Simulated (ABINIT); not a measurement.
# AlBiS3 (Pm-3m): phonons by linear response, part 3 of 7

How does AlBiS3 (Pm-3m) vibrate, and is this structure a minimum?

ABINIT 10.8.3; DFT PBE, scalar-relativistic, plane waves, PseudoDojo norm-conserving pseudopotentials.

So far. Step 5 (Ground state): The cell stands at -0.26 GPa: the relaxation ran with a smoothed and higher cutoff, and the difference is a stress of the finite basis. Step 6 (Linear response at Γ): The acoustic modes at Γ come out as far as 2.2 cm⁻¹ from zero, where they should vanish, a small numerical error. The lowest optical mode is imaginary, 155i cm⁻¹, an instability at this level and on this k mesh. The relaxed cell has a = 4.665 Å (conventional setting).

The structure was built from a prototype and need not be the compound's stable phase.

## Step 7: Zone-centre analysis

anaddb reads the merged derivatives and imposes the acoustic sum rule.

Input file anaddb.abi:

```
ddb_filepath "gamma_DDB"
output_file "anaddb.abo"
outdata_prefix "anaddb"
asr 1
chneut 1
enunit 2
eivec 1
nph1l 1
qph1l 0.0 0.0 0.0 1.0
```

Input file mrgddb.in:

```
gamma_DDB
merged
2
dfpt_gammao_DDB
gso_DDB
```

Started as:

```sh
> mrgddb < mrgddb.in > mrgddb.log
> OMP_NUM_THREADS=1 anaddb anaddb.abi > anaddb.log
```

anaddb.abo, the main output file:

```text
-outvars_anaddb: echo values of input variables ----------------------

 Miscellaneous information :
      enunit         2
       eivec         1
         asr         1
 First list of wavevector (reduced coord.) :
       nph1l         1
       qph1l
                     0.00000000E+00  0.00000000E+00  0.00000000E+00    1.000E+00

================================================================================

 read the DDB information and perform some checks

  ==== Info on the Cryst% object ====
 Real(R)+Recip(G) space primitive vectors, cartesian coordinates (Bohr,Bohr^-1):
 R(1)=  8.8149350  0.0000000  0.0000000  G(1)=  0.1134438  0.0000000  0.0000000
 R(2)=  0.0000000  8.8149350  0.0000000  G(2)=  0.0000000  0.1134438  0.0000000
 R(3)=  0.0000000  0.0000000  8.8149350  G(3)=  0.0000000  0.0000000  0.1134438
 Unit cell volume ucvol=  6.8494759E+02 bohr^3
 Angles (23,13,12)=  9.00000000E+01  9.00000000E+01  9.00000000E+01 degrees
 Time-reversal symmetry is present
 Reduced atomic positions [iatom, xred, symbol]:
    1)    0.0000000  0.0000000  0.0000000  Bi
    2)    0.5000000  0.5000000  0.5000000  Al
    3)    0.5000000  0.5000000  0.0000000   S
    4)    0.5000000  0.0000000  0.5000000   S
    5)    0.0000000  0.5000000  0.5000000   S

 DDB file with 3 blocks has been read.

================================================================================

 Treat the first list of vectors

  Phonon wavevector (reduced coordinates) :  0.00000  0.00000  0.00000
 Phonon energies in Hartree :
  -7.056273E-04 -7.056273E-04 -7.056273E-04 -7.011859E-04 -7.011859E-04
  -7.011859E-04 -1.710549E-08 -1.697136E-08 -1.656238E-08  5.006111E-04
   5.006111E-04  5.006111E-04  1.933062E-03  1.933062E-03  1.933062E-03
 Phonon energies in meV     :
- -1.920110E+01 -1.920110E+01 -1.920110E+01 -1.908024E+01 -1.908024E+01
- -1.908024E+01 -4.654640E-04 -4.618141E-04 -4.506854E-04  1.362232E+01
-  1.362232E+01  1.362232E+01  5.260130E+01  5.260130E+01  5.260130E+01
 Phonon frequencies in cm-1    :
- -1.548673E+02 -1.548673E+02 -1.548673E+02 -1.538925E+02 -1.538925E+02
- -1.538925E+02 -3.754220E-03 -3.724782E-03 -3.635023E-03  1.098714E+02
-  1.098714E+02  1.098714E+02  4.242581E+02  4.242581E+02  4.242581E+02
 Phonon frequencies in Thz     :
- -4.642805E+00 -4.642805E+00 -4.642805E+00 -4.613582E+00 -4.613582E+00
- -4.613582E+00 -1.125487E-04 -1.116662E-04 -1.089752E-04  3.293863E+00
-  3.293863E+00  3.293863E+00  1.271894E+01  1.271894E+01  1.271894E+01
 Phonon energies in Kelvin  :
- -2.228195E+02 -2.228195E+02 -2.228195E+02 -2.214170E+02 -2.214170E+02
- -2.214170E+02 -5.401486E-03 -5.359131E-03 -5.229987E-03  1.580805E+02
-  1.580805E+02  1.580805E+02  6.104128E+02  6.104128E+02  6.104128E+02

 Eigendisplacements
 (will be given, for each mode : in cartesian coordinates
   for each atom the real part of the displacement vector,
   then the imaginary part of the displacement vector - absolute values smaller than 1.0d-7 are set to zero)
  Mode number    1   Energy   -7.056273E-04
 Attention : low frequency mode.
   (Could be unstable or acoustic mode)
-  1  0.00000000E+00  0.00000000E+00  0.00000000E+00
-     0.00000000E+00  0.00000000E+00  0.00000000E+00
-  2  0.00000000E+00  0.00000000E+00  0.00000000E+00
-     0.00000000E+00  0.00000000E+00  0.00000000E+00
-  3  0.00000000E+00  0.00000000E+00  0.00000000E+00
-     0.00000000E+00  0.00000000E+00  0.00000000E+00
-  4  0.00000000E+00  0.00000000E+00  2.92470830E-03
-     0.00000000E+00  0.00000000E+00  0.00000000E+00
-  5  0.00000000E+00  0.00000000E+00 -2.92470830E-03
-     0.00000000E+00  0.00000000E+00  0.00000000E+00
  Mode number    2   Energy   -7.056273E-04
 Attention : low frequency mode.
   (Could be unstable or acoustic mode)
-  1  0.00000000E+00  0.00000000E+00  0.00000000E+00
-     0.00000000E+00  0.00000000E+00  0.00000000E+00
-  2  0.00000000E+00  0.00000000E+00  0.00000000E+00
-     0.00000000E+00  0.00000000E+00  0.00000000E+00
-  3  0.00000000E+00  2.92470830E-03  0.00000000E+00
-     0.00000000E+00  0.00000000E+00  0.00000000E+00
-  4  0.00000000E+00  0.00000000E+00  0.00000000E+00
-     0.00000000E+00  0.00000000E+00  0.00000000E+00
-  5  0.00000000E+00 -2.92470830E-03  0.00000000E+00
-     0.00000000E+00  0.00000000E+00  0.00000000E+00
  Mode number    3   Energy   -7.056273E-04
 Attention : low frequency mode.
   (Could be unstable or acoustic mode)
-  1  0.00000000E+00  0.00000000E+00  0.00000000E+00
-     0.00000000E+00  0.00000000E+00  0.00000000E+00
-  2  0.00000000E+00  0.00000000E+00  0.00000000E+00
-     0.00000000E+00  0.00000000E+00  0.00000000E+00
-  3  2.92470830E-03  0.00000000E+00  0.00000000E+00
-     0.00000000E+00  0.00000000E+00  0.00000000E+00
-  4 -2.92470830E-03  0.00000000E+00  0.00000000E+00
-     0.00000000E+00  0.00000000E+00  0.00000000E+00
-  5  0.00000000E+00  0.00000000E+00  0.00000000E+00
-     0.00000000E+00  0.00000000E+00  0.00000000E+00
  Mode number    4   Energy   -7.011859E-04
 Attention : low frequency mode.
   (Could be unstable or acoustic mode)
-  1  0.00000000E+00  0.00000000E+00 -8.61266838E-04
-     0.00000000E+00  0.00000000E+00  0.00000000E+00
-  2  0.00000000E+00  0.00000000E+00  5.80380674E-05
-     0.00000000E+00  0.00000000E+00  0.00000000E+00
-  3  0.00000000E+00  0.00000000E+00  7.14492048E-04
-     0.00000000E+00  0.00000000E+00  0.00000000E+00
-  4  0.00000000E+00  0.00000000E+00  2.42488923E-03
-     0.00000000E+00  0.00000000E+00  0.00000000E+00
-  5  0.00000000E+00  0.00000000E+00  2.42488923E-03
-     0.00000000E+00  0.00000000E+00  0.00000000E+00
  Mode number    5   Energy   -7.011859E-04
 Attention : low frequency mode.
   (Could be unstable or acoustic mode)
-  1  0.00000000E+00  8.61266836E-04  0.00000000E+00
-     0.00000000E+00  0.00000000E+00  0.00000000E+00
-  2  0.00000000E+00 -5.80380673E-05  0.00000000E+00
-     0.00000000E+00  0.00000000E+00  0.00000000E+00
-  3 -1.57502833E-07 -2.42488923E-03  0.00000000E+00
-     0.00000000E+00  0.00000000E+00  0.00000000E+00
-  4 -1.57502833E-07 -7.14492046E-04  0.00000000E+00
-     0.00000000E+00  0.00000000E+00  0.00000000E+00
-  5  0.00000000E+00 -2.42488923E-03  0.00000000E+00
-     0.00000000E+00  0.00000000E+00  0.00000000E+00
  Mode number    6   Energy   -7.011859E-04
 Attention : low frequency mode.
   (Could be unstable or acoustic mode)
-  1  8.61266836E-04  0.00000000E+00  0.00000000E+00
-     0.00000000E+00  0.00000000E+00  0.00000000E+00
-  2 -5.80380673E-05  0.00000000E+00  0.00000000E+00
-     0.00000000E+00  0.00000000E+00  0.00000000E+00
-  3 -2.42488923E-03  1.57502843E-07  0.00000000E+00
-     0.00000000E+00  0.00000000E+00  0.00000000E+00
-  4 -2.42488923E-03  0.00000000E+00  0.00000000E+00
-     0.00000000E+00  0.00000000E+00  0.00000000E+00
-  5 -7.14492046E-04  1.57502843E-07  0.00000000E+00
-     0.00000000E+00  0.00000000E+00  0.00000000E+00
  Mode number    7   Energy   -1.710549E-08
 Attention : low frequency mode.
   (Could be unstable or acoustic mode)
-  1  0.00000000E+00  0.00000000E+00  1.28511515E-03
-     0.00000000E+00  0.00000000E+00  0.00000000E+00
-  2  0.00000000E+00  0.00000000E+00  1.28524167E-03
-     0.00000000E+00  0.00000000E+00  0.00000000E+00
-  3  0.00000000E+00  0.00000000E+00  1.28520133E-03
-     0.00000000E+00  0.00000000E+00  0.00000000E+00
-  4  0.00000000E+00  0.00000000E+00  1.28508472E-03
-     0.00000000E+00  0.00000000E+00  0.00000000E+00
-  5  0.00000000E+00  0.00000000E+00  1.28508472E-03
-     0.00000000E+00  0.00000000E+00  0.00000000E+00
  Mode number    8   Energy   -1.697136E-08
 Attention : low frequency mode.
   (Could be unstable or acoustic mode)
-  1  0.00000000E+00  1.28511515E-03  0.00000000E+00
-     0.00000000E+00  0.00000000E+00  0.00000000E+00
-  2  0.00000000E+00  1.28524167E-03  0.00000000E+00
-     0.00000000E+00  0.00000000E+00  0.00000000E+00
-  3  0.00000000E+00  1.28508471E-03  0.00000000E+00
-     0.00000000E+00  0.00000000E+00  0.00000000E+00
-  4  0.00000000E+00  1.28520132E-03  0.00000000E+00
-     0.00000000E+00  0.00000000E+00  0.00000000E+00
-  5  0.00000000E+00  1.28508471E-03  0.00000000E+00
-     0.00000000E+00  0.00000000E+00  0.00000000E+00
  Mode number    9   Energy   -1.656238E-08
 Attention : low frequency mode.
   (Could be unstable or acoustic mode)
-  1  1.28511515E-03  0.00000000E+00  0.00000000E+00
-     0.00000000E+00  0.00000000E+00  0.00000000E+00
-  2  1.28524167E-03  0.00000000E+00  0.00000000E+00
-     0.00000000E+00  0.00000000E+00  0.00000000E+00
-  3  1.28508471E-03  0.00000000E+00  0.00000000E+00
-     0.00000000E+00  0.00000000E+00  0.00000000E+00
-  4  1.28508471E-03  0.00000000E+00  0.00000000E+00
-     0.00000000E+00  0.00000000E+00  0.00000000E+00
-  5  1.28520132E-03  0.00000000E+00  0.00000000E+00
-     0.00000000E+00  0.00000000E+00  0.00000000E+00
  Mode number   10   Energy    5.006111E-04
-  1  0.00000000E+00  0.00000000E+00 -4.81171809E-04
-     0.00000000E+00  0.00000000E+00  0.00000000E+00
-  2  0.00000000E+00  0.00000000E+00  3.40744886E-03
-     0.00000000E+00  0.00000000E+00  0.00000000E+00
-  3  0.00000000E+00  0.00000000E+00  2.05669947E-03
-     0.00000000E+00  0.00000000E+00  0.00000000E+00
-  4  0.00000000E+00  0.00000000E+00 -8.94213636E-04
-     0.00000000E+00  0.00000000E+00  0.00000000E+00
-  5  0.00000000E+00  0.00000000E+00 -8.94213636E-04
-     0.00000000E+00  0.00000000E+00  0.00000000E+00
  Mode number   11   Energy    5.006111E-04
-  1  0.00000000E+00  4.81171809E-04  0.00000000E+00
-     0.00000000E+00  0.00000000E+00  0.00000000E+00
-  2 -1.51026441E-07 -3.40744886E-03  0.00000000E+00
-     0.00000000E+00  0.00000000E+00  0.00000000E+00
-  3  0.00000000E+00  8.94213635E-04  0.00000000E+00
-     0.00000000E+00  0.00000000E+00  0.00000000E+00
-  4  0.00000000E+00 -2.05669947E-03  0.00000000E+00
-     0.00000000E+00  0.00000000E+00  0.00000000E+00
-  5  0.00000000E+00  8.94213635E-04  0.00000000E+00
-     0.00000000E+00  0.00000000E+00  0.00000000E+00
  Mode number   12   Energy    5.006111E-04
-  1  4.81171809E-04  0.00000000E+00  0.00000000E+00
-     0.00000000E+00  0.00000000E+00  0.00000000E+00
-  2 -3.40744886E-03  1.51026418E-07  0.00000000E+00
-     0.00000000E+00  0.00000000E+00  0.00000000E+00
-  3  8.94213635E-04  0.00000000E+00  0.00000000E+00
-     0.00000000E+00  0.00000000E+00  0.00000000E+00
-  4  8.94213635E-04  0.00000000E+00  0.00000000E+00
-     0.00000000E+00  0.00000000E+00  0.00000000E+00
-  5 -2.05669947E-03  0.00000000E+00  0.00000000E+00
-     0.00000000E+00  0.00000000E+00  0.00000000E+00
  Mode number   13   Energy    1.933062E-03
-  1  0.00000000E+00  0.00000000E+00  1.42471538E-05
-     0.00000000E+00  0.00000000E+00  0.00000000E+00
-  2  0.00000000E+00  0.00000000E+00  2.65814855E-03
-     0.00000000E+00  0.00000000E+00  0.00000000E+00
-  3  0.00000000E+00  0.00000000E+00 -3.27346654E-03
-     0.00000000E+00  0.00000000E+00  0.00000000E+00
-  4  0.00000000E+00  0.00000000E+00  4.71985255E-04
-     0.00000000E+00  0.00000000E+00  0.00000000E+00
-  5  0.00000000E+00  0.00000000E+00  4.71985255E-04
-     0.00000000E+00  0.00000000E+00  0.00000000E+00
  Mode number   14   Energy    1.933062E-03
-  1  0.00000000E+00  1.42471538E-05  0.00000000E+00
-     0.00000000E+00  0.00000000E+00  0.00000000E+00
-  2  0.00000000E+00  2.65814854E-03  0.00000000E+00
-     0.00000000E+00  0.00000000E+00  0.00000000E+00
-  3  0.00000000E+00  4.71985255E-04  0.00000000E+00
-     0.00000000E+00  0.00000000E+00  0.00000000E+00
-  4  0.00000000E+00 -3.27346654E-03  0.00000000E+00
-     0.00000000E+00  0.00000000E+00  0.00000000E+00
-  5 -1.07669324E-07  4.71985255E-04  0.00000000E+00
-     0.00000000E+00  0.00000000E+00  0.00000000E+00
  Mode number   15   Energy    1.933062E-03
-  1  1.42471538E-05  0.00000000E+00  0.00000000E+00
-     0.00000000E+00  0.00000000E+00  0.00000000E+00
-  2  2.65814854E-03  0.00000000E+00  0.00000000E+00
-     0.00000000E+00  0.00000000E+00  0.00000000E+00
-  3  4.71985255E-04  0.00000000E+00  0.00000000E+00
-     0.00000000E+00  0.00000000E+00  0.00000000E+00
-  4  4.71985255E-04  1.07669324E-07  0.00000000E+00
-     0.00000000E+00  0.00000000E+00  0.00000000E+00
-  5 -3.27346654E-03  0.00000000E+00  0.00000000E+00
-     0.00000000E+00  0.00000000E+00  0.00000000E+00

 Analysis of degeneracies and characters (maximum tolerance=1.00E-06 a.u.)
 For each vibration mode, or group of modes if degenerate,
 the characters are given for each symmetry operation (see the list in the log file).
 Symmetry characters of vibration mode #   1
       degenerate with vibration modes #   2 to    3
  3.0 -3.0 -1.0  1.0 -1.0  1.0 -1.0  1.0 -1.0  1.0  1.0 -1.0 -1.0  1.0  1.0 -1.0
 -0.0  0.0 -0.0  0.0  0.0 -0.0  0.0 -0.0 -1.0  1.0  1.0 -1.0  1.0 -1.0 -1.0  1.0
 -0.0  0.0  0.0 -0.0  0.0 -0.0 -0.0  0.0 -1.0  1.0 -1.0  1.0  1.0 -1.0  1.0 -1.0
 Symmetry characters of vibration mode #   4
       degenerate with vibration modes #   5 to    6
  3.0 -3.0 -1.0  1.0 -1.0  1.0 -1.0  1.0  1.0 -1.0 -1.0  1.0  1.0 -1.0 -1.0  1.0
  0.0 -0.0  0.0 -0.0 -0.0  0.0 -0.0  0.0  1.0 -1.0 -1.0  1.0 -1.0  1.0  1.0 -1.0
  0.0 -0.0 -0.0  0.0 -0.0  0.0  0.0 -0.0  1.0 -1.0  1.0 -1.0 -1.0  1.0 -1.0  1.0
 Symmetry characters of vibration mode #   7
       degenerate with vibration modes #   8 to    9
  3.0 -3.0 -1.0  1.0 -1.0  1.0 -1.0  1.0  1.0 -1.0 -1.0  1.0  1.0 -1.0 -1.0  1.0
  0.0 -0.0  0.0 -0.0 -0.0  0.0 -0.0  0.0  1.0 -1.0 -1.0  1.0 -1.0  1.0  1.0 -1.0
  0.0 -0.0 -0.0  0.0 -0.0  0.0  0.0 -0.0  1.0 -1.0  1.0 -1.0 -1.0  1.0 -1.0  1.0
 Symmetry characters of vibration mode #  10
       degenerate with vibration modes #  11 to   12
  3.0 -3.0 -1.0  1.0 -1.0  1.0 -1.0  1.0  1.0 -1.0 -1.0  1.0  1.0 -1.0 -1.0  1.0
  0.0 -0.0  0.0 -0.0 -0.0  0.0 -0.0  0.0  1.0 -1.0 -1.0  1.0 -1.0  1.0  1.0 -1.0
  0.0 -0.0 -0.0  0.0 -0.0  0.0  0.0 -0.0  1.0 -1.0  1.0 -1.0 -1.0  1.0 -1.0  1.0
 Symmetry characters of vibration mode #  13
       degenerate with vibration modes #  14 to   15
  3.0 -3.0 -1.0  1.0 -1.0  1.0 -1.0  1.0  1.0 -1.0 -1.0  1.0  1.0 -1.0 -1.0  1.0
 -0.0  0.0 -0.0  0.0  0.0 -0.0  0.0 -0.0  1.0 -1.0 -1.0  1.0 -1.0  1.0  1.0 -1.0
 -0.0  0.0  0.0 -0.0  0.0 -0.0 -0.0  0.0  1.0 -1.0  1.0 -1.0 -1.0  1.0 -1.0  1.0
-
```

Elapsed: 0.75 s, on 1 thread of Intel Xeon at 2.50GHz (Skylake/Cascade Lake), shared host.

This step gave:

```yaml
highest_optical_zone_centre_mode_no_lo_to_term: 424.3 cm⁻¹
lowest_optical_zone_centre_mode: -154.9 cm⁻¹
```

No LO-TO term; unit eigenvectors of the mass-weighted matrix, from anaddb's displacements. The modes at Γ (shares of kinetic energy by element, %) (negative means imaginary):

| mode | frequency (cm⁻¹) | Bi % | Al % | S % |
| --- | --- | --- | --- | --- |
| 1 | -154.9 | 0 | 0 | 100 |
| 2 | -154.9 | 0 | 0 | 100 |
| 3 | -154.9 | 0 | 0 | 100 |
| 4 | -153.9 | 28 | 0 | 72 |
| 5 | -153.9 | 28 | 0 | 72 |
| 6 | -153.9 | 28 | 0 | 72 |
| 7 | 0.0 | 63 | 8 | 29 |
| 8 | 0.0 | 63 | 8 | 29 |
| 9 | 0.0 | 63 | 8 | 29 |
| 10 | 109.9 | 9 | 57 | 34 |
| 11 | 109.9 | 9 | 57 | 34 |
| 12 | 109.9 | 9 | 57 | 34 |
| 13 | 424.3 | 0 | 35 | 65 |
| 14 | 424.3 | 0 | 35 | 65 |
| 15 | 424.3 | 0 | 35 | 65 |

Displacements in mode 1 (-154.9 cm⁻¹), the largest set to 1:
```
Bi1  0.00  0.00  0.00
Al2  0.00  0.00  0.00
S3   0.00  0.00  0.00
S4   0.00  0.00  1.00
S5   0.00  0.00 -1.00
```

Displacements in mode 4 (-153.9 cm⁻¹), the largest set to 1:
```
Bi1  0.00  0.00 -0.36
Al2  0.00  0.00  0.02
S3   0.00  0.00  0.29
S4   0.00  0.00  1.00
S5   0.00  0.00  1.00
```

The rule moves no optical mode by more than 0.1 cm⁻¹.

[end of part 3 of 7]

[Host names and launcher messages were left out of these logs when they were recorded.]

[Logs are printed without paths, hosts, clocks, repeated set-up lines and the standing remarks that a program may print on its own settings, such as how far it seeks lower states.]

[Hosts, paths, dates, database ids (printed as entryN), source tags and the programs' standing remarks are cut or masked in the printed files.]
